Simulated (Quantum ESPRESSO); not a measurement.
Consider Sc2CO (R-3m).

```xyz
4
Lattice="1.6214 0.9361 5.2901 -1.6214 0.9361 5.2901 0.0000 -1.8722 5.2901" Properties=species:S:1:pos:R:3 pbc="T T T"
Sc    0.0000    0.0000   11.9596
Sc    0.0000    0.0000    3.9106
O     0.0000    0.0000    0.0000
C     0.0000    0.0000    7.9351
```

Absorber: atom 3, with 6 Sc at 2.33 Å (octahedral, site symmetry -3m). Method: Quantum ESPRESSO XSpectra, PBEsol, excited-electron core hole (neutral cell), 12-atom cell with 5.6 Å between holes, 6×7×7 k points, dipole transitions, Lorentzian half width 0.3 eV up to 4 eV, rising linearly to 2.5 eV at 25 eV.

Where do the maxima of the O K edge fall?

Main maxima up to 24 eV above the zero (height): 2.8 eV (2.49), 5.8 eV (1.53) and 8.8 eV (1.32). A K edge sees empty p states; the first features are O p mixed into the empty d states of the Sc neighbours, and the broad ones above probably into the cations' higher empty bands. The total-energy difference is 536.80 eV. One term is added: -8.91 eV, since the hole is spin-paired here and a spin-polarised one costs that much less in the free atom (computed apart). The photon energy is then 527.89 eV. The functional leaves an error in such absolute values: in the free atom PBEsol prices this hole 2.1 eV below PBE (computed apart), and PBE is itself good to a few eV.

The O K spectrum (energy from the energy zero of the input (xe0, at the border of filled and empty states); intensity scaled to a mean of 1 over the first 20 eV; the points at xe0, where the cut of filled states can leave a spike, are interpolated; polarised curves are means over the symmetry-equivalent atoms):

```
E (eV)  isotropic  ε ⊥ c  ε ∥ c
  -2.0       0.06   0.06   0.05
  -1.4       0.08   0.08   0.07
  -0.8       0.13   0.13   0.11
  -0.2       0.30   0.32   0.26
   0.4       0.77   0.81   0.67
   1.0       1.26   1.37   1.03
   1.6       1.51   1.66   1.21
   2.2       1.97   2.18   1.56
   2.8       2.48   2.65   2.15
   3.4       1.71   1.68   1.77
   4.0       0.98   0.95   1.04
   4.6       0.76   0.68   0.91
   5.2       1.16   0.91   1.66
   5.8       1.53   1.41   1.76
   6.4       1.26   1.41   0.97
   7.0       1.04   1.21   0.71
   7.6       1.06   1.20   0.77
   8.2       1.21   1.33   0.96
   8.8       1.31   1.40   1.15
   9.4       1.22   1.24   1.19
  10.0       1.10   1.02   1.27
  10.6       1.09   0.90   1.47
  11.2       1.05   0.81   1.52
  11.8       0.91   0.73   1.29
  12.4       0.77   0.66   0.99
  13.0       0.66   0.61   0.75
  13.6       0.60   0.60   0.60
  14.2       0.59   0.62   0.54
  14.8       0.60   0.64   0.52
  15.4       0.60   0.64   0.52
  16.0       0.59   0.62   0.52
  16.6       0.57   0.60   0.52
  17.2       0.56   0.57   0.53
  17.8       0.56   0.56   0.54
  18.4       0.56   0.57   0.54
  19.0       0.58   0.59   0.55
  19.6       0.61   0.63   0.56
  20.2       0.65   0.67   0.59
  20.8       0.70   0.73   0.63
  21.4       0.77   0.80   0.70
  22.0       0.85   0.89   0.78
  22.6       0.94   0.98   0.86
  23.2       1.03   1.06   0.95
  23.8       1.09   1.13   1.01
  24.4       1.12   1.16   1.05
  25.0       1.12   1.15   1.06
  25.6       1.10   1.12   1.05
  26.2       1.05   1.05   1.03
  26.8       0.98   0.98   1.00
  27.4       0.92   0.90   0.96
  28.0       0.85   0.82   0.91
  28.6       0.79   0.76   0.85
  29.2       0.73   0.70   0.79
  29.8       0.68   0.66   0.73
  30.4       0.64   0.62   0.68
  31.0       0.62   0.60   0.65
  31.6       0.61   0.60   0.64
```

The unit cell's mesh shows no gap over 0.35 eV. That is right for a metallic compound; for a small-gap or correlated insulator it would be the fault of the functional or of the assumed magnetic order, and the hole would be screened too well. The holes are only 5.6 Å apart, so the shape is probably not converged with cell size; no larger cell was run here. Lifetime broadening is put in by hand, and intensities beyond about 20 eV depend on it and on the partial waves. The structure is a computed Materials Project entry and may be a hypothetical form.

[Banner, clock and machine lines of the logs are left out without a mark of their own.]

[Logs are printed without paths, hosts, clocks, repeated set-up lines and the standing remarks that a program may print on its own settings, such as how far it seeks lower states.]

[Hosts, paths, dates, database ids (printed as entryN), source tags and the programs' standing remarks are cut or masked in the printed files.]

[Lists of maxima count a maximum above −3 eV only where it reaches 4 % of the highest in the window and stands out from its surroundings by 2 % of it (1.5 % where it reaches 55 %); shoulders and weaker maxima are passed over, and of the rest the first, up to two pre-edge ones and the few strongest are named.]
